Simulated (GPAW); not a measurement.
# Near-edge structure at the K K edge of KTaO3 (Pm-3m), part 2 of 3

Aim: the dependence of the K K near-edge features of KTaO3 (Pm-3m) on volume.

GPAW 26.7.0; X-ray absorption from dipole matrix elements to empty bands, plane-wave PAW revPBE.

So far. Step 2 (Ground state of the crystal): The mesh shows a gap of 2.21 eV, so the hole is first treated in a charged cell, without the excited electron.

**4. Spectrum with FCH, K atom 2**

The holes are 5.6 Å apart. In GPAW the data set carries the hole's charge, so charge=0 means a charged cell and charge=-1 a neutral one. The excited electron is left out and a uniform background balances the charge. After the field has converged, empty bands are computed with the density fixed and the dipole matrix elements are summed.

The absorber has 12 O at 2.82 Å (cuboctahedral, site symmetry m-3m).

Input file xas.py:

```python
import numpy as np
from ase import Atoms
from ase.parallel import parprint, paropen
from gpaw import GPAW, PW, FermiDirac, Mixer, MixerDif, setup_paths
from gpaw.test import gen
setup_paths.insert(0, '.')
gen('K', name='fch1s', xcname='revPBE', corehole=(1, 0, 1), write_xml=True)
from gpaw.mpi import world
world.barrier()

atoms = Atoms('Ta2K2O6',
    cell=[[3.9883, 0, 3.9883],
     [0, 3.9883, 3.9883],
     [-3.9883, 0, 3.9883]],
    scaled_positions=[[0, 0, 0],
     [0.5, 0, 0.5],
     [0.25, 0.5, 0.75],
     [0.75, 0.5, 0.25],
     [0.25, 0, 0.25],
     [0.75, 0, 0.75],
     [0.75, 0.5, 0.75],
     [0.25, 0.5, 0.25],
     [0.25, 0, 0.75],
     [0.75, 0, 0.25]],
    pbc=True)
atoms.calc = calc = GPAW(legacy_gpaw=True, mode=PW(500, force_complex_dtype=True), xc='revPBE', setups={2: 'fch1s'},
    kpts={'size': (4, 4, 4), 'gamma': True}, occupations=FermiDirac(0.02),
    charge=0, mixer=Mixer(0.1, 5, 50), maxiter=150,
    convergence={'density': 0.0001, 'eigenstates': 1e-6}, txt='scf.txt')
energy = atoms.get_potential_energy() + calc.get_reference_energy()
ef = calc.get_fermi_level()
out = dict(energy=energy, fermi=ef, forces=atoms.get_forces().tolist())
parprint(f'all-electron energy {energy:.4f} eV, Fermi level {ef:.4f} eV')
ev = np.array([[calc.get_eigenvalues(k, s) for k in range(len(calc.get_ibz_k_points()))] for s in range(calc.get_number_of_spins())])
out['homo'], out['lumo'], out['counts'] = ev[ev < ef].max(), ev[ev > ef].min(), sorted(set((ev < ef).sum((0, 2)).tolist()))
out['filled'] = (ev[:, 0] < ef).sum(1).tolist()

from ase.units import Ha
from gpaw.xas import dipole_matrix_elements
nb = int(calc.get_number_of_electrons() / 2) + 89
top, nb = nb, nb + 8 + nb // 12
nscf = calc.fixed_density(kpts={'size': (6, 6, 6), 'gamma': True}, nbands=nb,
    convergence={'bands': top, 'eigenstates': 5e-3}, maxiter=60, txt='nscf.txt')
cell = atoms.cell.array
ops = [cell.T @ U.T @ np.linalg.inv(cell.T) for U in nscf.wfs.kd.symmetry.op_scc]
filled = [40]  # bands filled in the ground state, by spin
E = np.arange(-6, 34, 0.1)
fwhm = np.interp(E, [4, 25], [0.9, 3.5])
Y, X, zero, highest = 0, 0, 1e9, 1e9
for spin in range(nscf.get_number_of_spins()):
    wfs = nscf.wfs
    mine = wfs.bd.get_slice()  # this rank's bands
    A = dipole_matrix_elements(wfs.setups[2])
    eps = np.zeros((wfs.kd.nibzkpts, nb))
    d = np.zeros((3, A.shape[1], wfs.kd.nibzkpts, nb), complex)
    for kpt in wfs.kpt_u:
        if kpt.s == spin and 2 in kpt.P_ani:
            eps[kpt.k, mine] = kpt.eps_n * Ha
            d[:, :, kpt.k, mine] = (kpt.weight * wfs.nspins / 2) ** 0.5 * np.inner(A, kpt.P_ani[2])
    world.sum(eps)
    world.sum(d)
    T = np.einsum('amkn,bmkn->abkn', d, d.conj()).real
    T = sum(np.einsum('ai,ijkn,bj->abkn', R, T, R) for R in ops) / len(ops)
    empty = np.ones_like(eps, bool) & (np.arange(nb) >= filled[spin])
    zero, highest = min(zero, eps[empty].min()), min(highest, eps[:, top - 1].min())
    lines = [(eps, T, empty)] if spin == 0 else lines + [(eps, T, empty)]
for eps, T, empty in lines:
    f = np.einsum('aakn->akn', T).reshape(3, -1)
    x = eps.ravel() - zero
    w = np.interp(x, E, fwhm) / 2.35482
    g = np.exp(-0.5 * ((E[:, None] - x) / w) ** 2) / (w * (2 * np.pi) ** 0.5)
    Y = Y + (f * empty.ravel()) @ g.T
    X = X + (f * ~empty.ravel()) @ g.T
out.update(E=E.round(2).tolist(), xas=Y.tolist(), xes=X.tolist(), zero=zero, valid=highest - zero, nk=len(eps), nb=nb)
for i in range(0, len(E), 10):
    parprint(f'{E[i]:7.2f}', *(f'{v:10.3e}' for v in Y[:, i]))
import json
with paropen('out.json', 'w') as f:
    json.dump(out, f)
```

Launch:

```console
$ OMP_NUM_THREADS=1 mpirun -n 4 gpaw python xas.py
```

Numbers of over 12 decimals in the logs are rounded to 6 here.

The program printed:

```text
Input parameters:
  convergence: {density: 0.0001,
                eigenstates: 1e-06}
  kpts: {gamma: True,
         size: (4, 4, 4)}
  maxiter: 150
  mixer: {backend: pulay,
          beta: 0.1,
          method: separate,
          nmaxold: 5,
          weight: 50}
  mode: {ecut: 500.0,
         force_complex_dtype: True,
         name: pw}
  occupations: {fixmagmom: False,
                name: fermi-dirac,
                width: 0.02}
  setups: {2: fch1s}
  xc: revPBE

Initialize ...

[... PAW data sets ...]

Reference energy: -889758.322424  # eV

Spin-paired calculation

[... convergence settings ...]
Symmetries present (total): 24
  [... symmetry matrices ...]

64 k-points: 4 x 4 x 4 Monkhorst-Pack grid + [1/8,1/8,1/8]
8 k-points in the irreducible part of the Brillouin zone
       k-points in crystal coordinates                weights
   0:     0.00000000    0.00000000    0.00000000          1/64
   1:     0.25000000    0.25000000    0.00000000          8/64
   2:     0.25000000    0.25000000    0.25000000          6/64
   3:     0.50000000    0.25000000    0.00000000         12/64
   4:     0.50000000    0.25000000    0.50000000          6/64
   5:     0.50000000    0.50000000    0.00000000          4/64
   6:     0.50000000    0.50000000    0.25000000         24/64
   7:     0.50000000    0.50000000    0.50000000          3/64

Wave functions: Plane wave expansion
  Cutoff energy: 500.000 eV
  Number of coefficients (min, max): 3207, 3250
  Pulay-stress correction: 0.000000 eV/Ang^3 (de/decut=0.000000)
  Using FFTW library
  Wavefunction extrapolation:
    Improved wavefunction reuse through dual PAW basis

Occupation numbers: Fermi-Dirac:
  width: 0.0200  # eV

Eigensolver
   Davidson(niter=2)

Densities:
  Coarse grid: 30*30*30 grid
  Fine grid: 60*60*60 grid
  Total Charge: 1.000000

Density mixing:
  Method: separate
  Backend: pulay
  Linear mixing parameter: 0.1
  old densities: 5
  Width of damping distribution: 1.1
  Damping of long wavelength oscillations: 50

[... Hamiltonian set-up ...]
Number of atoms: 10
Number of atomic orbitals: 60
Number of bands in calculation: 52
Number of valence electrons: 80
Bands to converge: occupied

... initialized

Initializing position-dependent things.

Density initialized from atomic densities
Creating initial wave functions:
  52 bands from LCAO basis set

              O

         K         K

            O
              O
       O    Ta   O

            O

            Ta

Atomic positions and initial magnetic moments

Positions:
   0 Ta     0.000000    0.000000    0.000000    ( 0.0000,  0.0000,  0.0000)
   1 Ta     0.000000    0.000000    3.988300    ( 0.0000,  0.0000,  0.0000)
   2 K     -1.994150    1.994150    5.982450    ( 0.0000,  0.0000,  0.0000)
   3 K      1.994150    1.994150    5.982450    ( 0.0000,  0.0000,  0.0000)
   4 O      0.000000    0.000000    1.994150    ( 0.0000,  0.0000,  0.0000)
   5 O     -0.000000    0.000000    5.982450    ( 0.0000,  0.0000,  0.0000)
   6 O     -0.000000    1.994150    7.976600    ( 0.0000,  0.0000,  0.0000)
   7 O      0.000000    1.994150    3.988300    ( 0.0000,  0.0000,  0.0000)
   8 O     -1.994150    0.000000    3.988300    ( 0.0000,  0.0000,  0.0000)
   9 O      1.994150    0.000000    3.988300    ( 0.0000,  0.0000,  0.0000)

Unit cell:
           periodic     x           y           z      points  spacing
  1. axis:    yes    3.988300    0.000000    3.988300    30     0.1535
  2. axis:    yes    0.000000    3.988300    3.988300    30     0.1329
  3. axis:    yes   -3.988300    0.000000    3.988300    30     0.1535

  Lengths:   5.640308   5.640308   5.640308
  Angles:   60.000000  90.000000  60.000000

Effective grid spacing dv^(1/3) = 0.1675

iter:   1  -102.320349
iter:   2   -96.125716   -0.82  -0.93
iter:   3   -90.565758   -0.22  -1.05
iter:   4   -90.802039   -1.53  -1.42
iter:   5   -90.740872   -1.61  -1.47
iter:   6   -90.791975   -1.44  -2.08
iter:   7   -90.713322   -2.16  -2.14
iter:   8   -90.706193   -2.58  -2.28
iter:   9   -90.703707c  -3.81  -2.65
iter:  10   -90.701728c  -3.29  -2.78
iter:  11   -90.701626c  -4.07  -3.17
iter:  12   -90.701330c  -4.00  -3.10
iter:  13   -90.701163c  -5.43  -3.41
iter:  14   -90.701162c  -6.26c -4.20c

Converged after 14 iterations.

Dipole moment: (-1.307220, 0.000000, 0.000000) |e|*Ang

Energy contributions relative to reference atoms: (reference = -889758.322424)

Kinetic:        +25.764734
Potential:      -52.727757
External:        +0.000000
XC:             -62.626476
Entropy (-ST):   -0.000000
Local:           -1.111662
SIC:             +0.000000
--------------------------
Free energy:    -90.701162
Extrapolated:   -90.701162

Showing only first 2 kpts
 Kpt  Band  Eigenvalues  Occupancy
  0    38      5.86388    2.00000
  0    39      5.86410    2.00000
  0    40      8.14334    0.00000
  0    41      8.14383    0.00000

  1    38      5.55862    2.00000
  1    39      5.71279    2.00000
  1    40      8.90317    0.00000
[...]
Fermi level: 6.47107

Gap: 2.279 eV
Transition (v -> c):
  (s=0, k=0, n=39, [0.00, 0.00, 0.00]) -> (s=0, k=0, n=40, [0.00, 0.00, 0.00])
No difference between direct/indirect transitions

Forces in eV/Ang:
  0 Ta   -0.00000    0.00000    0.00000
  1 Ta   -0.00000   -0.00000   -0.00000
  2 K    -0.00000   -0.00000   -0.00000
  3 K    -0.00000    0.00000   -0.00000
  4 O     0.00000    0.00000    0.00000
  5 O     0.00000    0.00000   -0.00000
  6 O    -0.00000    0.00000   -0.00000
  7 O     0.00000   -0.00000    0.00000
  8 O     0.00000    0.00000   -0.00000
  9 O    -0.00000   -0.00000    0.00000
Scalar-relativistic atomic revPBE calculation for K (Potassium, Z=19)
Core hole in 1s state (1s occupation: 1.0)
600 radial gridpoints.
|------------------------------------------------|
|------------------------------------------------|
[... the atom generator's iteration count ...]

Energy contributions:
-------------------------
Kinetic:     +470.936477
XC:           -27.913632
Potential:   -911.747091
-------------------------
Total:       -468.724246

state      eigenvalue         ekin         rmax
-----------------------------------------------
1s^1.0 :  -137.449110   179.031168        0.052
2s^2.0 :   -15.006433    31.283844        0.307
2p^6.0 :   -12.567241    30.922167        0.248
3s^2.0 :    -1.933347     6.055549        1.011
3p^6.0 :    -1.289933     5.149860        1.049
4s^1.0 :    -0.321951     0.794360        3.223
-----------------------------------------------
(units: Bohr and Hartree)

Generating PAW setup
Kinetic energy of the core from tauc = 428.777342
Cutoffs:
rc(s)=2.120
rc(p)=2.090
rc(d)=1.770
rc(vbar)=2.070
rc(comp)=2.090
rc(nct)=2.120

Kinetic energy of the core states: 427.131859
Charge: 1.0
Core electrons: 9.0
Valence electrons: 9.0
Pseudo-core charge: 0.000153
Shape function alpha=2.289
Pseudo-electron charge 6.227617
state    eigenvalue         norm
--------------------------------
3s(2) :    -1.933347     0.852862
4s(1) :    -0.321951     0.980449
3p(6) :    -1.289933     0.590215
*p    :    -0.289933
*d    :     0.000000
--------------------------------

Diagonalizing with gridspacing h=0.050

state   all-electron     PAW
-------------------------------
3s:      -1.933347    -1.934035
3p:      -1.289933    -1.291519
*d:                   -0.305287
*f:                   -0.038040
-------------------------------
all-electron energy -889849.0236 eV, Fermi level 6.4711 eV
[...]
31.00  5.234e-07  5.234e-07  5.234e-07
  32.00  6.354e-07  6.354e-07  6.354e-07
  33.00  9.180e-07  9.180e-07  9.180e-07
```

The job ended after 43 s (4 MPI ranks of Arm Neoverse V1, shared host; peak memory 0.33 GiB).

The K K spectrum, K atom 2, full core hole (charged cell) (energy from the lowest empty level; intensity scaled to a mean of 1 over the first 20 eV):

```tsv
E (eV)	intensity
-2.0	0.00
-1.4	0.00
-0.8	0.00
-0.2	0.00
0.4	0.00
1.0	0.01
1.6	0.02
2.2	0.05
2.8	0.08
3.4	0.09
4.0	0.20
4.6	0.26
5.2	0.23
5.8	0.34
6.4	0.50
7.0	1.01
7.6	1.81
8.2	2.13
8.8	1.78
9.4	1.76
10.0	2.35
10.6	2.88
11.2	2.89
11.8	2.55
12.4	2.26
13.0	2.09
13.6	1.82
14.2	1.37
14.8	0.90
15.4	0.59
16.0	0.45
16.6	0.42
17.2	0.43
17.8	0.45
18.4	0.47
19.0	0.46
19.6	0.44
20.2	0.43
20.8	0.45
21.4	0.52
22.0	0.65
22.6	0.79
23.2	0.93
23.8	1.04
24.4	1.13
25.0	1.19
25.6	1.24
26.2	1.27
26.8	1.25
27.4	1.16
28.0	1.02
28.6	0.87
29.2	0.74
29.8	0.65
30.4	0.62
31.0	0.64
31.6	0.70
```

Main maxima below 30 eV (height): 8.1 eV (2.14), 10.9 eV (2.95) and 26.3 eV (1.27). A K edge sees empty p states on the absorber.

The hole costs E(hole) − E(ground) = 3613.87 eV, and the lowest empty level of the hole cell on the spectrum's mesh lies at 8.14 eV, which puts the zero at 3622.01 eV. One term is added: -19.86 eV, since the hole is spin-paired here and a spin-polarised one costs that much less in the free atom (computed apart). The photon energy is then 3602.15 eV. The tabulated edge of the element is 3608.4 eV. The functional and the charged cell's background leave an error of a few eV in such absolute values.

**5. Reference energy of the supercell**

The cell changes for the next run, so it gets a reference energy of its own.

The cell differs from the one that the last finished run ended in (a 5.640 → 5.525 Å, b 5.640 → 5.525 Å, c 5.640 → 5.525 Å).

Input file scf.py:

```python
import numpy as np
from ase import Atoms
from ase.parallel import parprint, paropen
from gpaw import GPAW, PW, FermiDirac, Mixer, MixerDif, setup_paths
from gpaw.test import gen
setup_paths.insert(0, '.')
gen('K', name='nch1s', xcname='revPBE', corehole=(1, 0, 0), write_xml=True)
from gpaw.mpi import world
world.barrier()

atoms = Atoms('Ta2K2O6',
    cell=[[3.90688328, 0, 3.90688328],
     [0, 3.90688328, 3.90688328],
     [-3.90688328, 0, 3.90688328]],
    scaled_positions=[[0, 0, 0],
     [0.5, 0, 0.5],
     [0.25, 0.5, 0.75],
     [0.75, 0.5, 0.25],
     [0.25, 0, 0.25],
     [0.75, 0, 0.75],
     [0.75, 0.5, 0.75],
     [0.25, 0.5, 0.25],
     [0.25, 0, 0.75],
     [0.75, 0, 0.25]],
    pbc=True)
atoms.calc = calc = GPAW(legacy_gpaw=True, mode=PW(500, force_complex_dtype=True), xc='revPBE', setups={2: 'nch1s'},
    kpts={'size': (4, 4, 4), 'gamma': True}, occupations=FermiDirac(0.02),
    charge=0, mixer=Mixer(0.1, 5, 50), maxiter=150,
    convergence={'density': 0.0001, 'eigenstates': 1e-6}, txt='scf.txt')
energy = atoms.get_potential_energy() + calc.get_reference_energy()
ef = calc.get_fermi_level()
out = dict(energy=energy, fermi=ef, forces=atoms.get_forces().tolist())
parprint(f'all-electron energy {energy:.4f} eV, Fermi level {ef:.4f} eV')
ev = np.array([[calc.get_eigenvalues(k, s) for k in range(len(calc.get_ibz_k_points()))] for s in range(calc.get_number_of_spins())])
out['homo'], out['lumo'], out['counts'] = ev[ev < ef].max(), ev[ev > ef].min(), sorted(set((ev < ef).sum((0, 2)).tolist()))
out['filled'] = (ev[:, 0] < ef).sum(1).tolist()
import json
with paropen('out.json', 'w') as f:
    json.dump(out, f)
```

Launch:

```console
$ OMP_NUM_THREADS=1 mpirun -n 4 gpaw python scf.py
```

The program printed:

```text
Input parameters:
  convergence: {density: 0.0001,
                eigenstates: 1e-06}
  kpts: {gamma: True,
         size: (4, 4, 4)}
  maxiter: 150
  mixer: {backend: pulay,
          beta: 0.1,
          method: separate,
          nmaxold: 5,
          weight: 50}
  mode: {ecut: 500.0,
         force_complex_dtype: True,
         name: pw}
  occupations: {fixmagmom: False,
                name: fermi-dirac,
[...]
3s(2) :    -1.300803     0.976093
4s(1) :    -0.083603     0.996821
3p(6) :    -0.692287     0.724656
*p    :     0.307713
*d    :     0.000000
--------------------------------

Diagonalizing with gridspacing h=0.050

state   all-electron     PAW
-------------------------------
3s:      -1.300803    -1.301381
3p:      -0.692287    -0.693580
*d:                    0.007130
*f:                    0.049135
-------------------------------
all-electron energy -893462.0246 eV, Fermi level 6.7870 eV
[key lines of the parts left out:]
Converged after 13 iterations.
Dipole moment: (-0.000000, -0.000000, -0.000000) |e|*Ang
Free energy:    -72.884351
Fermi level: 6.78696
```

Wall time 14 s (4 MPI ranks); peak memory 0.25 GiB; 55 s of CPU time.

Reference energy: -893462.025 eV with the cores included.

**6. Spectrum with FCH, K atom 2**

Shorter bonds are expected to push antibonding states and scattering resonances up, and longer ones down; the cell is scaled to test that.

Changed against the first core-hole run: volume scale from 1 to 0.94.

Edit xas.py of step 4 so:

```diff
@@ -11,5 +11,5 @@
 atoms = Atoms('Ta2K2O6',
-    cell=[[3.9883, 0, 3.9883],
-     [0, 3.9883, 3.9883],
-     [-3.9883, 0, 3.9883]],
+    cell=[[3.90688328, 0, 3.90688328],
+     [0, 3.90688328, 3.90688328],
+     [-3.90688328, 0, 3.90688328]],
     scaled_positions=[[0, 0, 0],
@@ -39,3 +39,3 @@
 from gpaw.xas import dipole_matrix_elements
-nb = int(calc.get_number_of_electrons() / 2) + 89
+nb = int(calc.get_number_of_electrons() / 2) + 84
 top, nb = nb, nb + 8 + nb // 12
```

Launch:

```console
$ OMP_NUM_THREADS=1 mpirun -n 4 gpaw python xas.py
```

The program printed:

```text
Input parameters:
  convergence: {density: 0.0001,
                eigenstates: 1e-06}
  kpts: {gamma: True,
         size: (4, 4, 4)}
  maxiter: 150
  mixer: {backend: pulay,
          beta: 0.1,
          method: separate,
          nmaxold: 5,
          weight: 50}
  mode: {ecut: 500.0,
         force_complex_dtype: True,
         name: pw}
  occupations: {fixmagmom: False,
                name: fermi-dirac,
[...]
*p    :    -0.289933
*d    :     0.000000
--------------------------------

Diagonalizing with gridspacing h=0.050

state   all-electron     PAW
-------------------------------
3s:      -1.933347    -1.934035
3p:      -1.289933    -1.291519
*d:                   -0.305287
*f:                   -0.038040
-------------------------------
all-electron energy -889848.9925 eV, Fermi level 7.1489 eV
[...]
32.00  4.957e-07  4.957e-07  4.957e-07
  33.00  5.607e-07  5.607e-07  5.607e-07
[key lines of the parts left out:]
Converged after 13 iterations.
Dipole moment: (-1.255773, -0.000000, -0.000000) |e|*Ang
Free energy:    -90.670084
Fermi level: 7.14894
```

Elapsed: 40 s, on 4 MPI ranks; peak memory 0.32 GiB; 2.7 min of CPU time.

```tsv
E (eV)	first run	this run
-2.0	0.00	0.00
-1.0	0.00	0.00
0.0	0.00	0.00
1.0	0.01	0.01
2.0	0.04	0.03
3.0	0.08	0.09
4.0	0.20	0.17
5.0	0.23	0.22
6.0	0.38	0.31
7.0	1.01	0.78
8.0	2.13	1.83
9.0	1.70	1.61
10.0	2.35	2.04
11.0	2.95	2.96
12.0	2.44	2.71
13.0	2.09	2.10
14.0	1.53	1.75
15.0	0.77	1.14
16.0	0.45	0.60
17.0	0.43	0.44
18.0	0.46	0.44
19.0	0.46	0.46
20.0	0.43	0.45
21.0	0.47	0.42
22.0	0.65	0.46
23.0	0.89	0.62
24.0	1.07	0.83
25.0	1.19	1.02
26.0	1.27	1.18
27.0	1.23	1.27
28.0	1.02	1.21
29.0	0.77	1.00
30.0	0.64	0.75
31.0	0.64	0.60
32.0	0.77	0.58
```

Against the first run the r.m.s. difference is 13 %. A shift of +0.4 eV leaves 8 %. The highest intensity below 24 eV goes from 10.9 eV (2.95) to 11.3 eV (3.02).

The photon energy of the zero moves by -0.05 eV.

**7. Supercell without a hole, the energy reference**

The cell changes for the next run, so it gets a reference energy of its own.

The cell differs from the one that the last finished run ended in (a 5.525 → 5.583 Å, b 5.525 → 5.583 Å, c 5.525 → 5.583 Å).

Edit scf.py of step 5 so:

```diff
@@ -11,5 +11,5 @@
 atoms = Atoms('Ta2K2O6',
-    cell=[[3.90688328, 0, 3.90688328],
-     [0, 3.90688328, 3.90688328],
-     [-3.90688328, 0, 3.90688328]],
+    cell=[[3.94801139, 0, 3.94801139],
+     [0, 3.94801139, 3.94801139],
+     [-3.94801139, 0, 3.94801139]],
     scaled_positions=[[0, 0, 0],
```

Launch:

```console
$ OMP_NUM_THREADS=1 mpirun -n 4 gpaw python scf.py
```

The program printed:

```text
Input parameters:
  convergence: {density: 0.0001,
                eigenstates: 1e-06}
  kpts: {gamma: True,
         size: (4, 4, 4)}
  maxiter: 150
  mixer: {backend: pulay,
          beta: 0.1,
          method: separate,
          nmaxold: 5,
          weight: 50}
  mode: {ecut: 500.0,
         force_complex_dtype: True,
         name: pw}
  occupations: {fixmagmom: False,
                name: fermi-dirac,
[...]
3s(2) :    -1.300803     0.976093
4s(1) :    -0.083603     0.996821
3p(6) :    -0.692287     0.724656
*p    :     0.307713
*d    :     0.000000
--------------------------------

Diagonalizing with gridspacing h=0.050

state   all-electron     PAW
-------------------------------
3s:      -1.300803    -1.301381
3p:      -0.692287    -0.693580
*d:                    0.007130
*f:                    0.049135
-------------------------------
all-electron energy -893462.5587 eV, Fermi level 6.4258 eV
[key lines of the parts left out:]
Converged after 14 iterations.
Dipole moment: (-0.000000, -0.000000, -0.000000) |e|*Ang
Free energy:    -73.418383
Fermi level: 6.42575
```

Wall time 14 s (4 MPI ranks); peak memory 0.25 GiB; 57 s of CPU time.

Reference energy: -893462.559 eV with the cores included.

(Part 2 of 3 ends here.)

[Banner, clock and machine lines of the logs are left out without a mark of their own.]

[Logs are printed without paths, hosts, clocks, repeated set-up lines and the standing remarks that a program may print on its own settings, such as how far it seeks lower states.]

[Hosts, paths, dates, database ids (printed as entryN), source tags and the programs' standing remarks are cut or masked in the printed files.]

[Lists of maxima count a maximum above −3 eV only where it reaches 4 % of the highest in the window and stands out from its surroundings by 2 % of it (1.5 % where it reaches 55 %); shoulders and weaker maxima are passed over, and of the rest the first, up to two pre-edge ones and the few strongest are named.]
